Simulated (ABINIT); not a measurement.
# YVO4 (I4_1/amd): G0W0 with ABINIT, start to end

How does a plane-wave GW calculation on YVO4 (I4_1/amd) run from the first input to the gap?

Calculated with ABINIT 10.8.3; PBEsol and many-body steps on it, plane waves.

## (1) Set-up

The structure is tetragonal, space group I4_1/amd (No. 141). The conventional cell has a = 7.118 Å, b = 7.118 Å, c = 6.289 Å, α = 90.00°, β = 90.00°, γ = 90.00°. Y has 8 O at 2.30 to 2.43 Å nearest. Nearest to V lie 4 O at 1.71 Å. Nearest to O lie 1 V at 1.71 Å and 2 Y at 2.30 to 2.43 Å. Farther neighbours and most contacts between anions are not listed.

The cell and positions come from the Crystallography Open Database and are kept as given unless a step says otherwise.

## (2) Ground state

This step: ABINIT 10.8.3; DFT, PBEsol with spin-orbit coupling, plane waves, norm-conserving pseudopotentials.

The ground-state density comes first.

run.abi reads:

```
acell 3*1.0 Angstrom
rprim 
  -3.559150000000 3.559150000000 3.144650000000
  3.559150000000 -3.559150000000 3.144650000000
  3.559150000000 3.559150000000 -3.144650000000
ntypat 3
znucl 39 23 8
natom 12
typat 1 1 2 2 3 3 3 3 3 3 3 3
xred 
  0.750000000000 0.250000000000 0.500000000000
  0.000000000000 0.000000000000 0.000000000000
  0.500000000000 0.500000000000 0.000000000000
  0.250000000000 0.750000000000 0.500000000000
  0.510000000000 0.325800000000 0.184200000000
  0.075800000000 0.391600000000 0.315800000000
  0.141600000000 0.325800000000 0.815800000000
  0.075800000000 0.760000000000 0.684200000000
  0.240000000000 0.924200000000 0.315800000000
  0.674200000000 0.490000000000 0.815800000000
  0.608400000000 0.924200000000 0.684200000000
  0.674200000000 0.858400000000 0.184200000000
pp_dirpath "pseudos"
pseudos "Y.upf, V.upf, O.upf"
ecut 38
nspinor 2
ngkpt 4 4 4
nshiftk 1
shiftk 0 0 0
kptopt 1
chksymbreak 0
nband 116
occopt 1
tolvrs 1e-08
nstep 60
prtwf 0
optforces 0
optstress 0
indata_prefix "in"
outdata_prefix "out"
tmpdata_prefix "tmp"
```

On the command line:

```bash
OMP_NUM_THREADS=1 mpirun -n 4 abinit run.abi > log
```

Numbers of over 12 decimals in the logs are rounded to 6 here.

The program printed:

```text
.Version 10.8.3 of ABINIT. v10.8.2 released Aug 2026.

 Symmetries : space group I4_1/a m d (#141); Bravais tI (body-center tetrag.)
================================================================================
 Values of the parameters that define the memory need of the present run
     intxc =       0    ionmov =       0      iscf =       7    lmnmax =      16
     lnmax =      16     mgfft =      64  mpssoang =       5    mqgrid =    3001
     natom =      12  nloc_mem =       1    nspden =       1   nspinor =       2
    nsppol =       1      nsym =      16    n1xccc =    2501    ntypat =       3
    occopt =       1   xclevel =       2
-    mband =         116        mffmem =           1         mkmem =           4
       mpw =       12062          nfft =      262144          nkpt =          13
================================================================================
  Rough estimation (10% accuracy) of disk space for files :
================================================================================

--------------------------------------------------------------------------------
------------- Echo of variables that govern the present computation ------------
--------------------------------------------------------------------------------
 -outvars: echo values of preprocessed input variables --------
            acell      1.8897261259E+00  1.8897261259E+00  1.8897261259E+00 Bohr

      chksymbreak           0
             ecut      3.80000000E+01 Hartree
-          fftalg         312

              ixc     -116133
              kpt      0.00000000E+00  0.00000000E+00  0.00000000E+00
                       2.50000000E-01  0.00000000E+00  0.00000000E+00
                       5.00000000E-01  0.00000000E+00  0.00000000E+00
                       2.50000000E-01  2.50000000E-01  0.00000000E+00
                       5.00000000E-01  2.50000000E-01  0.00000000E+00
                      -2.50000000E-01  2.50000000E-01  0.00000000E+00
                       5.00000000E-01  5.00000000E-01  0.00000000E+00
                       2.50000000E-01  2.50000000E-01  2.50000000E-01
                      -2.50000000E-01  2.50000000E-01  2.50000000E-01
                       5.00000000E-01  5.00000000E-01  2.50000000E-01
                      -2.50000000E-01  5.00000000E-01  2.50000000E-01
[...]
kptrlatt        4    0    0      0    4    0      0    0    4
          kptrlen      4.48619047E+01
P           mkmem           4
            natom          12
            nband         116
            ngfft          64      64      64
             nkpt          13
          nspinor           2
            nstep          60
             nsym          16
           ntypat           3
              occ      1.000000  1.000000  1.000000  1.000000  1.000000  1.000000
                       1.000000  1.000000  1.000000  1.000000  1.000000  1.000000
                       1.000000  1.000000  1.000000  1.000000  1.000000  1.000000
                       1.000000  1.000000  1.000000  1.000000  1.000000  1.000000
                       1.000000  1.000000  1.000000  1.000000  1.000000  1.000000
                       1.000000  1.000000  1.000000  1.000000  1.000000  1.000000
                       1.000000  1.000000  1.000000  1.000000  1.000000  1.000000
                       1.000000  1.000000  1.000000  1.000000  1.000000  1.000000
                       1.000000  1.000000  1.000000  1.000000  1.000000  1.000000
   [... 9 further rows ...]
                       0.000000  0.000000  0.000000  0.000000  0.000000  0.000000
                       0.000000  0.000000
        optforces           0
        optstress           0
            prtwf           0
            rprim     -3.5591500000E+00  3.5591500000E+00  3.1446500000E+00
[...]
spgroup         141

           tolvrs      1.00000000E-08

             xred      7.5000000000E-01  2.5000000000E-01  5.0000000000E-01
[...]
znucl       39.00000   23.00000    8.00000

================================================================================

 chkinp: Checking input parameters for consistency.

================================================================================
== DATASET  1 ==================================================================
-   mpi_nproc: 4, omp_nthreads: 1 (-1 if OMP is not activated)

--- !DatasetInfo
iteration_state: {dtset: 1, }
dimensions: {natom: 12, nkpt: 13, mband: 116, nsppol: 1, nspinor: 2, nspden: 1, mpw: 12062, }
cutoff_energies: {ecut:  38.0, pawecutdg:  -1.0, }
electrons: {nelect:   9.60000000E+01, charge:   0.00000000E+00, occopt:   1.00000000E+00, tsmear:   1.00000000E-02, }

 Real(R)+Recip(G) space primitive vectors, cartesian coordinates (Bohr,Bohr^-1):
 R(1)= -6.7258187  6.7258187  5.9425273  G(1)=  0.0000000  0.0743404  0.0841393
 R(2)=  6.7258187 -6.7258187  5.9425273  G(2)=  0.0743404  0.0000000  0.0841393
 R(3)=  6.7258187  6.7258187 -5.9425273  G(3)=  0.0743404  0.0743404  0.0000000
 Unit cell volume ucvol=  1.0752798E+03 bohr^3
 Angles (23,13,12)=  1.06304477E+02  1.06304477E+02  1.16009272E+02 degrees

 getcut: wavevector=  0.0000  0.0000  0.0000  ngfft=  64  64  64
         ecut(hartree)=     38.000   => boxcut(ratio)=   2.05639

--- Pseudopotential description ------------------------------------------------
[...]
tolerances: {tolvrs: 1.00E-08, }

     iter   Etot(hartree)      deltaE(h)  residm     vres2
 ETOT  1  -359.46033505213    -3.595E+02 1.119E-01 7.519E+03
 ETOT  2  -334.08727218891     2.537E+01 1.410E-01 1.435E+05
 ETOT  3  -361.37723256377    -2.729E+01 6.893E-02 9.791E+02
 ETOT  4  -361.51952824777    -1.423E-01 3.152E-02 2.988E+02
 ETOT  5  -361.56968699852    -5.016E-02 1.213E-02 5.356E+01
 ETOT  6  -361.58052190173    -1.083E-02 1.219E-02 1.267E+00
 ETOT  7  -361.58084366554    -3.218E-04 1.016E-02 3.886E-02
 ETOT  8  -361.58084816814    -4.503E-06 6.032E-03 6.971E-04
 ETOT  9  -361.58084830099    -1.329E-07 7.080E-03 1.288E-03
 ETOT 10  -361.58084853297    -2.320E-07 6.115E-03 1.212E-05
 ETOT 11  -361.58084853526    -2.287E-09 5.654E-03 7.972E-07
 ETOT 12  -361.58084853554    -2.894E-10 3.715E-03 7.021E-08
 ETOT 13  -361.58084853555    -6.310E-12 3.518E-03 9.186E-10

 At SCF step   13       vres2   =  9.19E-10 < tolvrs=  1.00E-08 =>converged.

--- !ResultsGS
iteration_state: {dtset: 1, }
comment   : Summary of ground state results
lattice_vectors:
- [ -6.7258187,   6.7258187,   5.9425273, ]
- [  6.7258187,  -6.7258187,   5.9425273, ]
- [  6.7258187,   6.7258187,  -5.9425273, ]
lattice_lengths: [  11.21548,   11.21548,   11.21548, ]
lattice_angles: [106.304, 106.304, 116.009, ] # degrees, (23, 13, 12)
lattice_volume:   1.0752798E+03
convergence: {deltae: -6.310E-12, res2:  9.186E-10, residm:  3.518E-03, diffor:  0.000E+00, }
etotal    :  -3.61580849E+02
entropy   :   0.00000000E+00
fermie    :   1.24059444E-01
cartesian_stress_tensor: null
pressure_GPa: null
xred      :
- [  7.5000E-01,   2.5000E-01,   5.0000E-01,  Y]
- [  0.0000E+00,   0.0000E+00,   0.0000E+00,  Y]
- [  5.0000E-01,   5.0000E-01,   7.9915E-18,  V]
- [  2.5000E-01,   7.5000E-01,   5.0000E-01,  V]
- [  5.1000E-01,   3.2580E-01,   1.8420E-01,  O]
- [  7.5800E-02,   3.9160E-01,   3.1580E-01,  O]
- [  1.4160E-01,   3.2580E-01,   8.1580E-01,  O]
- [  7.5800E-02,   7.6000E-01,   6.8420E-01,  O]
- [  2.4000E-01,   9.2420E-01,   3.1580E-01,  O]
- [  6.7420E-01,   4.9000E-01,   8.1580E-01,  O]
- [  6.0840E-01,   9.2420E-01,   6.8420E-01,  O]
- [  6.7420E-01,   8.5840E-01,   1.8420E-01,  O]
cartesian_forces: null
force_length_stats: {min: null, max: null, mean: null, }

 Integrated electronic density in atomic spheres:
 ------------------------------------------------
 Atom  Sphere_radius  Integrated_density
[...]
================================================================================

 ----iterations are completed or convergence reached----

 Mean square residual over all n,k,spin=   78.026E-07; max=  35.178E-04
 reduced coordinates (array xred) for   12 atoms
[...]
0.075800000000      0.760000000000      0.684200000000
       0.240000000000      0.924200000000      0.315800000000
       0.674200000000      0.490000000000      0.815800000000
       0.608400000000      0.924200000000      0.684200000000
       0.674200000000      0.858400000000      0.184200000000
 rms dE/dt=  0.0000E+00; max dE/dt=  0.0000E+00; dE/dt below (all hartree)
    1       0.000000000000      0.000000000000      0.000000000000
    2       0.000000000000      0.000000000000      0.000000000000
    3       0.000000000000      0.000000000000      0.000000000000
    4       0.000000000000      0.000000000000      0.000000000000
    5       0.000000000000      0.000000000000      0.000000000000
    6       0.000000000000      0.000000000000      0.000000000000
    7       0.000000000000      0.000000000000      0.000000000000
[...]
cartesian coordinates (angstrom) at end:
[...]
9      3.559150    -1.311191     2.667921
   10      2.247959     3.559150     1.095596
   11      3.559150     1.311191     2.667921
   12      1.311191     0.000000     4.240246
 length scales=  1.889726125908  1.889726125908  1.889726125908 bohr
              =  1.000000000000  1.000000000000  1.000000000000 angstroms
 prteigrs : about to open file out_EIG
 Fermi (or HOMO) energy (hartree) =   0.12406   Average Vxc (hartree)=  -0.38853
 Eigenvalues (hartree) for nkpt=  13  k points:
 kpt#   1, nband=116, wtk=  0.01563, kpt=  0.0000  0.0000  0.0000 (reduced coord)
  -2.20168   -2.20168   -2.20166   -2.20166   -1.33009   -1.33009   -1.32917   -1.32917
  -1.27047   -1.27047   -1.27037   -1.27037   -1.24211   -1.24211   -1.24202   -1.24202
  -1.23787   -1.23787   -1.23767   -1.23767   -0.64373   -0.64373   -0.63698   -0.63698
  -0.60029   -0.60029   -0.59160   -0.59160   -0.58992   -0.58992   -0.58291   -0.58291
  -0.48868   -0.48868   -0.46394   -0.46394   -0.45065   -0.45065   -0.45008   -0.45008
  -0.44865   -0.44865   -0.43885   -0.43885   -0.43779   -0.43779   -0.43341   -0.43341
  -0.03030   -0.03030   -0.01493   -0.01493   -0.00757   -0.00757   -0.00692   -0.00692
   0.00229    0.00229    0.00320    0.00320    0.01643    0.01643    0.01899    0.01899
   0.02068    0.02068    0.02844    0.02844    0.02901    0.02901    0.03148    0.03148
   0.03736    0.03736    0.05726    0.05726    0.05889    0.05889    0.06617    0.06617
   0.07750    0.07750    0.07856    0.07856    0.10796    0.10796    0.10885    0.10885
   0.10920    0.10920    0.10967    0.10967    0.10972    0.10972    0.12406    0.12406
   0.23176    0.23176    0.25844    0.25845    0.26645    0.26645    0.26822    0.26823
   0.28015    0.28015    0.32270    0.32451    0.32508    0.32522    0.32536    0.32675
   0.34405    0.34430    0.35184    0.35490
 prteigrs : prtvol=0 or 1, do not print more k-points.

--- !EnergyTerms
iteration_state     : {dtset: 1, }
comment             : Components of total free energy in Hartree
kinetic             :  1.70430514726604E+02
hartree             :  1.00343140244986E+02
xc                  : -7.13977342720909E+01
Ewald energy        : -2.32755164152120E+02
psp_core            :  1.02462860157568E+01
local_psp           : -3.28206171820022E+02
non_local_psp       : -1.02417192786647E+01
total_energy        : -3.61580848535551E+02
total_energy_eV     : -9.83911612865044E+03
band_energy         : -4.14182063530765E+01

== END DATASET(S) ==============================================================
================================================================================

 -outvars: echo values of variables after computation  --------
           etotal     -3.6158084854E+02
            nband         116
             nkpt          13
          spgroup         141
 [... the other variables as echoed above ...]

 Calculation completed.
```

Run time: 24 min. Hardware: 4 MPI ranks of Arm Neoverse V1, shared host; peak memory 1.1 GiB; 1.6 h of CPU time.

This step gave:

* total energy: -9839.1161 eV
* gap: 2.931 eV
* k of the valence top: 0, 0, 0
* k of the conduction bottom: 0, 0, 0
* least direct gap: 2.931 eV

The gap is direct, at Γ.

## (3) Empty states on the mesh, 2×2×2 mesh, 244 bands

The sums over transitions need many empty states on a uniform mesh; this step solves for them.

Changes to run.abi since step 2:

```diff
@@ -26,3 +26,3 @@
 nspinor 2
-ngkpt 4 4 4
+ngkpt 2 2 2
 nshiftk 1
@@ -31,9 +31,10 @@
 chksymbreak 0
-nband 116
-occopt 1
-tolvrs 1e-08
+iscf -2
+irdden 1
+istwfk *1
+nband 244
+nbdbuf 22
+tolwfr 1e-09
 nstep 60
-prtwf 0
-optforces 0
-optstress 0
+prtvol 0
 indata_prefix "in"
```

The program printed:

```text
.Version 10.8.3 of ABINIT. v10.8.2 released Aug 2026.

 Symmetries : space group I4_1/a m d (#141); Bravais tI (body-center tetrag.)
[... echo of the input left out ...]
== DATASET  1 ==================================================================
-   mpi_nproc: 4, omp_nthreads: 1 (-1 if OMP is not activated)

--- !DatasetInfo
iteration_state: {dtset: 1, }
dimensions: {natom: 12, nkpt: 4, mband: 244, nsppol: 1, nspinor: 2, nspden: 1, mpw: 12033, }
cutoff_energies: {ecut:  38.0, pawecutdg:  -1.0, }
electrons: {nelect:   9.60000000E+01, charge:   0.00000000E+00, occopt:   1.00000000E+00, tsmear:   1.00000000E-02, }

 Real(R)+Recip(G) space primitive vectors, cartesian coordinates (Bohr,Bohr^-1):
 R(1)= -6.7258187  6.7258187  5.9425273  G(1)=  0.0000000  0.0743404  0.0841393
 R(2)=  6.7258187 -6.7258187  5.9425273  G(2)=  0.0743404  0.0000000  0.0841393
 R(3)=  6.7258187  6.7258187 -5.9425273  G(3)=  0.0743404  0.0743404  0.0000000
 Unit cell volume ucvol=  1.0752798E+03 bohr^3
 Angles (23,13,12)=  1.06304477E+02  1.06304477E+02  1.16009272E+02 degrees

 getcut: wavevector=  0.0000  0.0000  0.0000  ngfft=  64  64  64
         ecut(hartree)=     38.000   => boxcut(ratio)=   2.05639

--- Pseudopotential description ------------------------------------------------
- Y Generated using ONCVPSP code by D. R. Hamann
- 39.00000  11.00000  180509                  znucl, zion, pspdat
12 -116133 2 -1 1766                          pspcod,pspxc,lmax,lloc,mmax
     nproj     2     3     3     0
     spin-orbit psp
        nprojso     4     4     0
  pspatm : epsatm=   18.55572754
         --- l  ekb(1:nproj) -->
             0    0.865264   10.128939
             1    5.589860    0.428336    0.002714
             2    1.222049    0.316524    0.000233
  spin-orbit 1   -0.231623    0.176308    0.026969   -0.000034
  spin-orbit 2    0.037501    0.006962   -0.004719   -0.000051
 pspatm: atomic psp has been read  and splines computed

- V Generated using ONCVPSP code by D. R. Hamann
- 23.00000  13.00000  180509                  znucl, zion, pspdat
12 -116133 2 -1 1536                          pspcod,pspxc,lmax,lloc,mmax
     nproj     2     3     2     0
     spin-orbit psp
        nprojso     4     3     0
  pspatm : epsatm=   13.90398804
         --- l  ekb(1:nproj) -->
             0    1.392653   11.840329
             1    1.728967   -0.305075   -0.002525
             2   -4.955029   -1.607360
  spin-orbit 1   -0.365148    0.068108    0.004150   -0.000752
  spin-orbit 2    0.005676    0.002444   -0.000036
 pspatm: atomic psp has been read  and splines computed

- O Generated using ONCVPSP code by D. R. Hamann
-  8.00000   6.00000  180509                  znucl, zion, pspdat
12 -116133 2 -1 936                           pspcod,pspxc,lmax,lloc,mmax
     nproj     2     2     2     0
     spin-orbit psp
        nprojso     2     2     0
  pspatm : epsatm=    6.23093634
[...]
1.15E-10  7.20E-10  8.76E-11  7.04E-10  7.02E-10  9.47E-10  7.95E-11  7.73E-10
  8.96E-11  6.60E-10  9.61E-11  4.53E-10  2.57E-10  3.74E-10  1.89E-10  3.23E-10
[...]
-2.2017E+00 -2.2017E+00 -2.2017E+00 -2.2017E+00 -1.3301E+00 -1.3301E+00
 -1.3292E+00 -1.3292E+00 -1.2705E+00 -1.2705E+00 -1.2704E+00 -1.2704E+00
 -1.2421E+00 -1.2421E+00 -1.2420E+00 -1.2420E+00 -1.2379E+00 -1.2379E+00
[...]
1.1745E+00  1.1745E+00  1.2042E+00  1.2043E+00  1.2084E+00  1.2085E+00
  1.2105E+00  1.2105E+00  1.2106E+00  1.2106E+00  1.2155E+00  1.2158E+00
[...]
prteigrs : prtvol=0 or 1, do not print more k-points.

--- !ResultsGS
iteration_state: {dtset: 1, }
comment   : Summary of ground state results
lattice_vectors:
- [ -6.7258187,   6.7258187,   5.9425273, ]
- [  6.7258187,  -6.7258187,   5.9425273, ]
- [  6.7258187,   6.7258187,  -5.9425273, ]
lattice_lengths: [  11.21548,   11.21548,   11.21548, ]
lattice_angles: [106.304, 106.304, 116.009, ] # degrees, (23, 13, 12)
lattice_volume:   1.0752798E+03
convergence: {deltae:  0.000E+00, res2:  0.000E+00, residm:  9.928E-10, diffor:  0.000E+00, }
etotal    :  -3.61580849E+02
entropy   :   0.00000000E+00
fermie    :   1.24059444E-01
cartesian_stress_tensor: null
pressure_GPa: null
xred      :
- [  7.5000E-01,   2.5000E-01,   5.0000E-01,  Y]
- [  0.0000E+00,   0.0000E+00,   0.0000E+00,  Y]
- [  5.0000E-01,   5.0000E-01,   7.9915E-18,  V]
- [  2.5000E-01,   7.5000E-01,   5.0000E-01,  V]
- [  5.1000E-01,   3.2580E-01,   1.8420E-01,  O]
- [  7.5800E-02,   3.9160E-01,   3.1580E-01,  O]
- [  1.4160E-01,   3.2580E-01,   8.1580E-01,  O]
[...]
- [  6.0840E-01,   9.2420E-01,   6.8420E-01,  O]
- [  6.7420E-01,   8.5840E-01,   1.8420E-01,  O]
cartesian_forces: null
force_length_stats: {min: null, max: null, mean: null, }

 Integrated electronic density in atomic spheres:
 ------------------------------------------------
 Atom  Sphere_radius  Integrated_density
[...]
================================================================================

 ----iterations are completed or convergence reached----

 Mean square residual over all n,k,spin=   46.157E-11; max=  99.276E-11
 reduced coordinates (array xred) for   12 atoms
[...]
0.608400000000      0.924200000000      0.684200000000
       0.674200000000      0.858400000000      0.184200000000

 cartesian coordinates (angstrom) at end:
[...]
12      1.311191     0.000000     4.240246
 length scales=  1.889726125908  1.889726125908  1.889726125908 bohr
              =  1.000000000000  1.000000000000  1.000000000000 angstroms
 prteigrs : about to open file out_EIG
 Eigenvalues (hartree) for nkpt=   4  k points:
 kpt#   1, nband=244, wtk=  0.12500, kpt=  0.0000  0.0000  0.0000 (reduced coord)
[...]
1.15142    1.15142    1.17419    1.17419    1.17446    1.17446    1.20422    1.20430
   1.20835    1.20849    1.21050    1.21053    1.21057    1.21061    1.21553    1.21584
   1.21652    1.21749    1.23146    1.23504
 prteigrs : prtvol=0 or 1, do not print more k-points.

== END DATASET(S) ==============================================================
================================================================================

 -outvars: echo values of variables after computation  --------
            nband         244
             nkpt           4
          spgroup         141
 [... the other variables as echoed above ...]

 Calculation completed.
```

Run time: 7.8 min. Hardware: 4 MPI ranks; peak memory 0.82 GiB; 31 min of CPU time.

Numbers from this step:

```
gap                                                           : 2.931 eV
k of the valence top                                          : 0, 0, 0
k of the conduction bottom                                    : 0, 0, 0
least direct gap                                              : 2.931 eV
k points computed                                             : 4
lowest point of the top converged band, above the valence top : 26.89 eV
```

On this mesh the gap is 2.931 eV.

[end of part 1 of 2]

[Paths, hosts, dates, memory and timing lines, banners, echoed tables and standing remarks are left out of the program output.]

[Logs are printed without paths, hosts, clocks, repeated set-up lines and the standing remarks that a program may print on its own settings, such as how far it seeks lower states.]

[Runs of the session that timed out or met a known fault of the program may be left out.]

[Hosts, paths, dates, database ids (printed as entryN), source tags and the programs' standing remarks are cut or masked in the printed files.]

[G0W0 gaps are taken among the corrected bands and points alone; a level outside them can change the order at an edge.]

[Where Ansatz stands beside ABINIT at settings called matched, ABINIT's density can come from a denser mesh and the files from another edition; pairs whose starting gaps differed by over 0.03 eV were left out, so agreement reads better than it is.]
